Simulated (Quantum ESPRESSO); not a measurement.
# Projected density of states of magnetic NiWO4

Aim: the densities of states of NiWO4 in the lowest state of several starts.

Method: PBEsol with U = 6 eV on Ni d (ortho-atomic projectors); plane waves with GBRV 1.5 PBEsol potentials, no spin-orbit coupling, in Quantum ESPRESSO 7.5.

## (1) Starting point

It takes space group P2/c (No. 13, monoclinic). The conventional cell has a = 4.599 Å, b = 5.661 Å, c = 4.907 Å, α = 90.00°, β = 90.03°, γ = 90.00°. Nearest to Ni lie 6 O at 1.99 to 2.07 Å. Nearest to W lie 6 O at 1.80 to 2.11 Å. Nearest to O lie 2 W at 1.96 to 2.11 Å and 1 Ni at 1.99 Å. O has 1 W at 1.80 Å and 2 Ni at 2.06 to 2.07 Å nearest. Farther neighbours and most contacts between anions are not listed.

The cell comes from the Crystallography Open Database.

## (2) The magnetic state

This state came out lowest in a comparison of starts that is told elsewhere.

pw.in reads:

```
&CONTROL
  calculation = 'scf'
  prefix = 'pwscf'
  outdir = './tmp'
  pseudo_dir = './pseudo'
  disk_io = 'low'
/
&SYSTEM
  ibrav = 0
  celldm(1) = 8
  nat = 12
  ntyp = 4
  ecutwfc = 40
  ecutrho = 280
  nbnd = 76
  occupations = 'smearing'
  smearing = 'fd'
  degauss = 0.00367493
  nspin = 2
  starting_magnetization(1) = 0.1111
  starting_magnetization(2) = -0.1111
  starting_magnetization(3) = 0
  starting_magnetization(4) = 0
/
&ELECTRONS
  conv_thr = 2.4d-08
  electron_maxstep = 150
  mixing_beta = 0.3
/
ATOMIC_SPECIES
Ni1    58.6934 ni_pbesol_v1.4.uspp.F.UPF
Ni2    58.6934 ni_pbesol_v1.4.uspp.F.UPF
W     183.8400 w_pbesol_v1.2.uspp.F.UPF
O      15.9990 o_pbesol_v1.2.uspp.F.UPF
CELL_PARAMETERS alat
   1.0864035490474    0.0000000000000    0.0000000000000
   0.0000000000000    1.3371229626321    0.0000000000000
  -0.0006068842221    0.0000000000000    1.1590633596605
ATOMIC_POSITIONS crystal
Ni1     0.5000000000    0.6616000000    0.2500000000
Ni2     0.5000000000    0.3384000000    0.7500000000
W       0.0000000000    0.1786000000    0.2500000000
W       0.0000000000    0.8214000000    0.7500000000
O       0.2241000000    0.1105000000    0.9204000000
O       0.7759000000    0.1105000000    0.5796000000
O       0.7759000000    0.8895000000    0.0796000000
O       0.2241000000    0.8895000000    0.4204000000
O       0.2644000000    0.3772000000    0.3953000000
O       0.7356000000    0.3772000000    0.1047000000
O       0.7356000000    0.6228000000    0.6047000000
O       0.2644000000    0.6228000000    0.8953000000
K_POINTS automatic
4 4 4 0 0 0
HUBBARD {ortho-atomic}
U Ni1-3d 6.0000
U Ni2-3d 6.0000
```

Started as:

```
> OMP_NUM_THREADS=1 mpirun -n 4 pw.x -nk 4 -in pw.in > pw.out
```

The log of the run:

```text
Program PWSCF v.7.5 starts

     Message from routine setup:
     using ibrav=0 with symmetry is DISCOURAGED, use correct ibrav instead

     K-points division:     npool     =       4
     Subspace diagonalization in iterative solution of the eigenvalue problem:

     bravais-lattice index     =            0
     lattice parameter (alat)  =       8.0000  a.u.
     unit-cell volume          =     862.0643 (a.u.)^3
     number of atoms/cell      =           12
     number of atomic types    =            4
     number of electrons       =       112.00
     number of Kohn-Sham states=           76
     kinetic-energy cutoff     =      40.0000  Ry
     charge density cutoff     =     280.0000  Ry
     scf convergence threshold =      2.4E-08
     mixing beta               =       0.3000
     number of iterations used =            8  plain     mixing
     Exchange-correlation= SLA  PW   PSX  PSC
                           (   1   4  10   8   0   0   0)
     Hubbard projectors: ortho-atomic
     Hubbard parameters of DFT+U (Dudarev formulation) in eV:
     U(Ni1-3d) =  6.0000
     U(Ni2-3d) =  6.0000

     Internal variables: lda_plus_u =T, lda_plus_u_kind = 0

     Internal variables: orbital_resolved =F, hub_pot_fix =F, apply_U = F

     celldm(1)=   8.000000  celldm(2)=   0.000000  celldm(3)=   0.000000
     celldm(4)=   0.000000  celldm(5)=   0.000000  celldm(6)=   0.000000

     crystal axes: (cart. coord. in units of alat)
               a(1) = (   1.086404   0.000000   0.000000 )
               a(2) = (   0.000000   1.337123   0.000000 )
               a(3) = (  -0.000607   0.000000   1.159063 )

     reciprocal axes: (cart. coord. in units 2 pi/alat)
               b(1) = (  0.920468 -0.000000  0.000482 )
               b(2) = (  0.000000  0.747874 -0.000000 )
               b(3) = (  0.000000  0.000000  0.862766 )

     PseudoPot. # 1 for Ni read from file:
     ni_pbesol_v1.4.uspp.F.UPF
     Pseudo is Ultrasoft + core correction, Zval = 18.0

     PseudoPot. # 2 for Ni read from file:
     ni_pbesol_v1.4.uspp.F.UPF
     Pseudo is Ultrasoft + core correction, Zval = 18.0

     PseudoPot. # 3 for W  read from file:
     w_pbesol_v1.2.uspp.F.UPF
     Pseudo is Ultrasoft + core correction, Zval = 14.0

     PseudoPot. # 4 for O  read from file:
     o_pbesol_v1.2.uspp.F.UPF
     Pseudo is Ultrasoft + core correction, Zval =  6.0

     atomic species   valence    mass     pseudopotential
     Ni1              18.00    58.69340     Ni( 1.00)
     Ni2              18.00    58.69340     Ni( 1.00)
     W                14.00   183.84000     W ( 1.00)
     O                 6.00    15.99900     O ( 1.00)

     Starting magnetic structure
     atomic species   magnetization
     Ni1             0.111
     Ni2            -0.111
     W               0.000
     O               0.000

      2 Sym. Ops. (no inversion) found ( 1 have fractional translation)

   Cartesian axes

     site n.     atom                  positions (alat units)
         1        Ni1    tau(   1) = (   0.5430501   0.8846406   0.2897658  )
         2        Ni2    tau(   2) = (   0.5427466   0.4524824   0.8692975  )
         3        W      tau(   3) = (  -0.0001517   0.2388102   0.2897658  )
         4        W      tau(   4) = (  -0.0004552   1.0983128   0.8692975  )
         5        O      tau(   5) = (   0.2429045   0.1477521   1.0668019  )
         6        O      tau(   6) = (   0.8425888   0.1477521   0.6717931  )
         7        O      tau(   7) = (   0.8428922   1.1893709   0.0922614  )
         8        O      tau(   8) = (   0.2432079   1.1893709   0.4872702  )
         9        O      tau(   9) = (   0.2870052   0.5043628   0.4581777  )
        10        O      tau(  10) = (   0.7990949   0.5043628   0.1213539  )
        11        O      tau(  11) = (   0.7987915   0.8327602   0.7008856  )
        12        O      tau(  12) = (   0.2867018   0.8327602   1.0377094  )

     number of k points=    30  Fermi-Dirac smearing, width (Ry)=  0.0037
                       cart. coord. in units 2pi/alat
        k(    1) = (   0.0000000   0.0000000   0.0000000), wk =   0.0156250
        k(    2) = (   0.0000000   0.0000000   0.2156914), wk =   0.0312500
        k(    3) = (   0.0000000   0.0000000  -0.4313828), wk =   0.0156250
        k(    4) = (   0.0000000   0.1869686   0.0000000), wk =   0.0312500
        k(    5) = (   0.0000000   0.1869686   0.2156914), wk =   0.0625000
        [... 25 further k-points ...]

     Dense  grid:    68251 G-vectors     FFT dimensions: (  48,  60,  50)

     Smooth grid:    29549 G-vectors     FFT dimensions: (  36,  45,  40)

     Check: negative core charge=   -0.000006
     Generating pointlists ...
     new r_m :   0.1943 (alat units)  1.5541 (a.u.) for type    1
     new r_m :   0.1943 (alat units)  1.5541 (a.u.) for type    2
     new r_m :   0.1757 (alat units)  1.4053 (a.u.) for type    3
     new r_m :   0.1757 (alat units)  1.4053 (a.u.) for type    4

     Initial potential from superposition of free atoms

     starting charge     107.7994, renormalised to     112.0000

     negative rho (up, down):  6.456E-02 6.456E-02

     STARTING HUBBARD OCCUPATIONS:

     =================== HUBBARD OCCUPATIONS ===================
     ------------------------ ATOM    1 ------------------------
     Tr[ns(  1)] (up, down, total) =   5.00000  3.00000  8.00000
     Atomic magnetic moment for atom   1 =   2.00000
     [... lines left out ...]
     ------------------------ ATOM    2 ------------------------
     Tr[ns(  2)] (up, down, total) =   3.00000  5.00000  8.00000
     Atomic magnetic moment for atom   2 =  -2.00000
     [... lines left out ...]
     Number of occupied Hubbard levels =   16.0000

     Atomic wfc used for Hubbard projectors are orthogonalized

     Starting wfcs are   84 randomized atomic wfcs

     Self-consistent Calculation

     iteration #  1     ecut=    40.00 Ry     beta= 0.30
     Davidson diagonalization with overlap
     ethr =  1.00E-02,  avg # of iterations =  4.1

     =================== HUBBARD OCCUPATIONS ===================
     ------------------------ ATOM    1 ------------------------
     Tr[ns(  1)] (up, down, total) =   4.84211  2.93678  7.77889
     Atomic magnetic moment for atom   1 =   1.90533
     [... lines left out ...]
     ------------------------ ATOM    2 ------------------------
     Tr[ns(  2)] (up, down, total) =   2.93631  4.84226  7.77857
     Atomic magnetic moment for atom   2 =  -1.90594
     [... lines left out ...]
     Number of occupied Hubbard levels =   15.5575

     negative rho (up, down):  6.280E-02 6.280E-02

     total energy              =   -1260.33501852 Ry
     estimated scf accuracy    <      10.90223364 Ry

     total magnetization       =     0.00 Bohr mag/cell
     absolute magnetization    =     4.20 Bohr mag/cell

     iteration #  2     ecut=    40.00 Ry     beta= 0.30
     Davidson diagonalization with overlap
     ethr =  9.73E-03,  avg # of iterations =  2.0

     negative rho (up, down):  6.312E-02 6.312E-02

     total energy              =   -1262.14037431 Ry
     estimated scf accuracy    <       0.45289340 Ry

     total magnetization       =    -0.00 Bohr mag/cell
     absolute magnetization    =     3.79 Bohr mag/cell

     [... further iterations left out ...]

     iteration # 17     ecut=    40.00 Ry     beta= 0.30
     Davidson diagonalization with overlap
     ethr =  5.35E-11,  avg # of iterations =  1.0

     negative rho (up, down):  6.337E-02 6.337E-02

     total energy              =   -1262.18795482 Ry
     estimated scf accuracy    <       0.00000004 Ry

     total magnetization       =    -0.00 Bohr mag/cell
     absolute magnetization    =     3.86 Bohr mag/cell

     iteration # 18     ecut=    40.00 Ry     beta= 0.30
     Davidson diagonalization with overlap
     ethr =  3.40E-11,  avg # of iterations =  1.1

     negative rho (up, down):  6.337E-02 6.337E-02

     Magnetic moment per site  (integrated on atomic sphere of radius R)
     atom   1 (R=0.194)  charge= 15.3714  magn=  1.6915
     atom   2 (R=0.194)  charge= 15.3714  magn= -1.6915
     atom   3 (R=0.176)  charge=  7.7711  magn= -0.0025
     atom   4 (R=0.176)  charge=  7.7711  magn=  0.0025
     atom   5 (R=0.176)  charge=  5.0125  magn= -0.0174
     atom   6 (R=0.176)  charge=  5.0125  magn= -0.0174
     atom   7 (R=0.176)  charge=  5.0125  magn=  0.0174
     atom   8 (R=0.176)  charge=  5.0125  magn=  0.0174
     atom   9 (R=0.176)  charge=  5.0247  magn= -0.0026
     atom  10 (R=0.176)  charge=  5.0247  magn= -0.0026
     atom  11 (R=0.176)  charge=  5.0247  magn=  0.0026
     atom  12 (R=0.176)  charge=  5.0247  magn=  0.0026

     End of self-consistent calculation

     =================== HUBBARD OCCUPATIONS ===================
     ------------------------ ATOM    1 ------------------------
     Tr[ns(  1)] (up, down, total) =   4.95910  3.22444  8.18354
     Atomic magnetic moment for atom   1 =   1.73466
     [... lines left out ...]
     ------------------------ ATOM    2 ------------------------
     Tr[ns(  2)] (up, down, total) =   3.22444  4.95910  8.18354
     Atomic magnetic moment for atom   2 =  -1.73466
     [... lines left out ...]
     Number of occupied Hubbard levels =   16.3671

     [... lines left out ...]
     the Fermi energy is    11.4366 ev

!    total energy              =   -1262.18795497 Ry
     estimated scf accuracy    <       0.00000002 Ry
     smearing contrib. (-TS)   =      -0.00000000 Ry
     internal energy E=F+TS    =   -1262.18795497 Ry

     The total energy is F=E-TS. E is the sum of the following terms:
     one-electron contribution =    -671.53982181 Ry
     hartree contribution      =     393.19533937 Ry
     xc contribution           =    -209.67949747 Ry
     ewald contribution        =    -774.29432227 Ry
     Hubbard energy            =       0.13034721 Ry

     total magnetization       =    -0.00 Bohr mag/cell
     absolute magnetization    =     3.86 Bohr mag/cell

     convergence has been achieved in  18 iterations

=------------------------------------------------------------------------------=
   JOB DONE.
=------------------------------------------------------------------------------=
```

Elapsed: 2 min, on 4 MPI ranks of Intel Xeon Platinum 8488C (Sapphire Rapids), shared host; peak memory 1.1 GiB.

Spin moment in the atom's sphere by atom:

```csv
atom,spin moment in the atom's sphere (μB)
Ni1,1.69
Ni2,-1.69
W3,0.00
W4,0.00
O5,-0.02
O6,-0.02
O7,0.02
O8,0.02
O9,0.00
O10,0.00
O11,0.00
O12,0.00
```

Read from the output:

| Quantity | Value |
| --- | --- |
| smearing term TS | 4.07e-11 eV |
| magnetization | 0 μB |
| absolute magnetization | 3.859 μB |
| final state | antiferromagnetic |

(Continued in part 2 of 2.)

[Logs and program files are shortened in this print: banners, set-up blocks, solver, clock and traceback lines can be left out without a mark of their own.]

[Logs are printed without paths, hosts, clocks, repeated set-up lines and the standing remarks that a program may print on its own settings, such as how far it seeks lower states.]

[Hosts, paths, dates, database ids (printed as entryN), source tags and the programs' standing remarks are cut or masked in the printed files.]

[Where a cell is said to come from a database of computed structures, the database is the Materials Project.]
